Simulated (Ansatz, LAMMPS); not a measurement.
# Amorphous Ge (61 atoms) under strain, part 3 of 3

Aim: relax amorphous Ge (61 atoms), then change its volume and shape to read moduli from the stress.

Ansatz 0.2.0; Kohn-Sham DFT, PBEsol, PAW (set soft_1), plane waves.

The cell: 61 Ge. The quench rate of 5 K/ps far exceeds what a furnace or splat quench reaches. The network of bonds at the start is that of the classical potential that made the cell. Sampling is at Γ alone.

So far. Step 7 (Volume -6 %): The relaxation converged after 6 steps, 0.157 eV below its start, with a largest force component of 0.042 eV/Å. Step 7 (Volume -6 %): Volume -6 %: the energy stands 0.965 eV above that of the reference, at a pressure of 3.75 GPa.

## 8. Volume +6 %

The relaxed cell is scaled to another volume.

Input and log are left out; they have the form of those shown for this kind of step.

The job ended after 69 s (4 threads of Arm Neoverse V2, shared host; peak memory 2.3 GiB; 4.4 min of CPU time).

The relaxation converged after 3 steps, 0.101 eV below its start, with a largest force component of 0.049 eV/Å.

Volume +6 %: the energy stands 0.781 eV above that of the reference, at a pressure of -2.78 GPa.

## 9. Volume -10 %

The relaxed cell is scaled to another volume.

Input and log are left out; they have the form of those shown for this kind of step.

The job ended after 2.2 min (4 threads of Arm Neoverse V2, shared host; peak memory 2 GiB).

The relaxation converged after 7 steps, 0.536 eV below its start, with a largest force component of 0.042 eV/Å.

Volume -10 %: the energy stands 2.84 eV above that of the reference, at a pressure of 6.86 GPa.

## 10. Stretched by 1 % along x

The relaxed cell is strained along x alone, which gives the stiffness along x and its coupling to y and z.

The input, input.yaml:

```yaml
crystal:
  lattice:
    - [11.64148, -0.23354, -0.23041]
    - [-0.23588, 11.12276, 0.19442]
    - [-0.23271, 0.19442, 11.19428]
  atoms:
    [... the 61 atom lines of step 4 ...]
kpoints:
  mp_grid: { grid: [1, 1, 1] }
hamiltonian:
  xc: pbesol
  pseudopotentials: { kind: paw, azcp: { folder: soft_1 }, xc_functional: pbe }
scf:
  occupations: { method: gaussian, width: 0.025 }
output:
  forces: true
  eigenvalues: true
  stress: true
relax:
  f_tol: 0.05
  max_steps: 70
```

Started as:

```sh
$ ansatz run input.yaml --threads 4 --pin off --max-ram 8192MiB --backend cpu --events-out ev --progress --plain --runs-dir out
```

Numbers of over 12 decimals in the logs are rounded to 6 here.

The log of the run:

```text
[...]
Crystal: 61 atoms, lattice volume = 1447.864 Å³
Basis set: ecut = 420 eV, 28329 PW (Γ), exchange–correlation on 160×150×150 points (8 copies of the dense FFT grid, shifted against one another)
Bands: 513, of which v1, the nominal top of the filled ones, is band 427 counted from 1 (426 counted from 0)
Symmetry: 1 space group operations
[...]
k-points: 1
[...]
SCF iter   1: F=—  HF=-259454.163424 eV  |F-HF|=—  |Δ(HF+E_count)|=         —  Δρ=3.21e-2  dr2=1.64e1  ethr=3.10e-3  ⟨swp⟩=6.0  Hψ=1850  notcnv=0
[...]
SCF iter   9: F=—  HF=-259451.263382 eV  |F-HF|=—  |Δ(HF+E_count)|=   2.06e-4  Δρ=4.17e-5  dr2=1.19e-4  ethr=5.94e-8  ⟨swp⟩=2.0  Hψ=525  notcnv=0  defer=79
SCF iter  10: F=-259451.263430 eV  HF=-259451.263414 eV  |F-HF|=1.65e-5  |Δ(HF+E_count)|=   3.15e-5  Δρ=2.16e-5  dr2=1.21e-5  ethr=7.32e-9  ⟨swp⟩=9.0  Hψ=2194  notcnv=0
SCF 1 converged in 10 iterations: F = -259451.263430 eV  dr2 = 1.21e-5
[...]
relax step   1: F+E_penalty+E_count = -259451.26343014 eV  Δ(F+E_penalty+E_count) = +0.000e0 eV  max|allowed force component| = 1.122e-1 eV/Å  Δτ_max = 0.0000 Å  (10 SCF iters, dr2 threshold 6.25e-5 eV, accepted)
[...]
SCF iter   1: F=—  HF=-259451.278924 eV  |F-HF|=—  |Δ(HF+E_count)|=         —  Δρ=7.83e-4  dr2=4.13e-3  ethr=4.63e-7  ⟨swp⟩=2.0  Hψ=1316  notcnv=0  defer=79
[...]
SCF iter   7: F=—  HF=-259451.277815 eV  |F-HF|=—  |Δ(HF+E_count)|=   1.29e-7  Δρ=2.86e-6  dr2=2.60e-7  ethr=2.82e-10  ⟨swp⟩=2.0  Hψ=515  notcnv=0  defer=79
SCF iter   8: F=-259451.277815 eV  HF=-259451.277815 eV  |F-HF|=1.86e-8  |Δ(HF+E_count)|=   8.01e-8  Δρ=1.30e-6  dr2=5.60e-8  ethr=1.17e-11  ⟨swp⟩=9.0  Hψ=1920  notcnv=0
SCF 2 converged in 8 iterations: F = -259451.277815 eV  dr2 = 5.60e-8
relax step   2: F+E_penalty+E_count = -259451.27781489 eV  Δ(F+E_penalty+E_count) = -1.438e-2 eV  max|allowed force component| = 2.594e-2 eV/Å  Δτ_max = 0.0215 Å  (8 SCF iters, accepted)
SCF converged after 8 iterations
Free energy (F): -259451.277815 eV
[...]
Internal energy: -259451.277815 eV  (E = F + TS)
E sigma→0 (E₀):  -259451.277815 eV
Fermi energy:    7.464203 eV
[...]
Σ components = -259451.277815   (vs F -259451.277815, Δ=0.00e0)
--- Forces (eV/Å), atoms counted from 1 ---
  atom   1  Ge     0.00101736     0.00279494    -0.00281564
  atom   2  Ge    -0.00032699    -0.00505189    -0.00217262
  atom   3  Ge     0.00611529    -0.00087356    -0.01336827
  atom   4  Ge     0.01329045    -0.00935852     0.00058850
[...]
atom  61  Ge    -0.00296943     0.00307297     0.00138230
  max |Σ_I F_I| component: 1.74e-5 eV/Å
--- Stress (GPa, compression-positive) ---
       -0.918240      -0.000197      -0.032170
       -0.000197      -0.394895      -0.039261
       -0.032170      -0.039261      -0.381633
  P = ⅓ Tr σ = -0.5649 GPa (-5.649 kbar)
--- Band table (eV) ---
[...]
--- Relaxed structure (2 steps of the walk, 2 accepted, 0 SCFs on fresh bases) ---
  F+E_penalty+E_count = -259451.27781489 eV   max|allowed force component| = 2.594e-2 eV/Å
  atoms:
    - { symbol: Ge, position: [0.141306, 0.00308221, 0.377442] }
    - { symbol: Ge, position: [0.507863, 0.258092, 0.789101] }
    - { symbol: Ge, position: [0.377049, 0.928860, 0.687904] }
    - { symbol: Ge, position: [0.528919, 0.629627, 0.791305] }
[...]
- { symbol: Ge, position: [0.716727, 0.192990, 0.472494] }
```

Wall time 43 s (4 threads of Arm Neoverse V2, shared host); peak memory 2.2 GiB; 2.7 min of CPU time.

The relaxation converged after 2 steps, 0.0144 eV below its start, with a largest force component of 0.026 eV/Å.

Stretched by 1 % along x: the energy stands 0.0377 eV above that of the reference, at a pressure of -0.565 GPa.

## 11. Pressure against volume

Atoms are relaxed at each volume, in the scaled cell.

```csv
volume change (%),volume (Å³/atom),energy change (meV/atom),pressure (GPa),largest move on relaxing (Å),bonds,gap (eV)
-10,21.150,46.60,6.86,0.48,126,0.462
-6,22.090,15.81,3.75,0.19,125,0.428
-3,22.795,3.82,1.79,0.05,123,0.410
+0,23.500,0.00,0.01,-,123,0.393
+3,24.205,3.33,-1.50,0.07,123,0.369
+6,24.910,12.80,-2.78,0.13,123,0.346
```

## 12. Uniaxial strain and shear

Stress (GPa, compression positive) less that of the relaxed cell, atoms relaxed:

```csv
strain,xx,yy,zz,xy,energy change (meV/atom)
stretched by 1 % along x,-0.941,-0.389,-0.394,0.016,0.62
```

## 13. Findings

The bulk modulus, from the slope of pressure against ln V over the three points nearest the relaxed volume, is 54.9 GPa; a quadratic over all points gives a pressure derivative of about 3.8. The count of bonds runs from 123 to 126 over the series, so at some points contacts cross the cutoffs. The gap goes from 0.462 eV at the smallest volume to 0.346 eV at the largest, -0.7 eV per unit of ln V by a straight line, on the run's k-points.

**Limits.** Strains are finite and relaxations stop at the force tolerance of the input, which can leave moduli too stiff; they are those of a static cell at zero temperature. Volumes are changed with the cell's shape held, so in an anisotropic solid the modulus lies over the one under free hydrostatic load. The program notes that the SCF threshold of the relaxations is loose for the stress.

The DFT runs together took 11 min of wall time.

[Logs are printed without paths, hosts, clocks, repeated set-up lines and the standing remarks that a program may print on its own settings, such as how far it seeks lower states.]

[Hosts, paths, dates, database ids (printed as entryN), source tags and the programs' standing remarks are cut or masked in the printed files.]
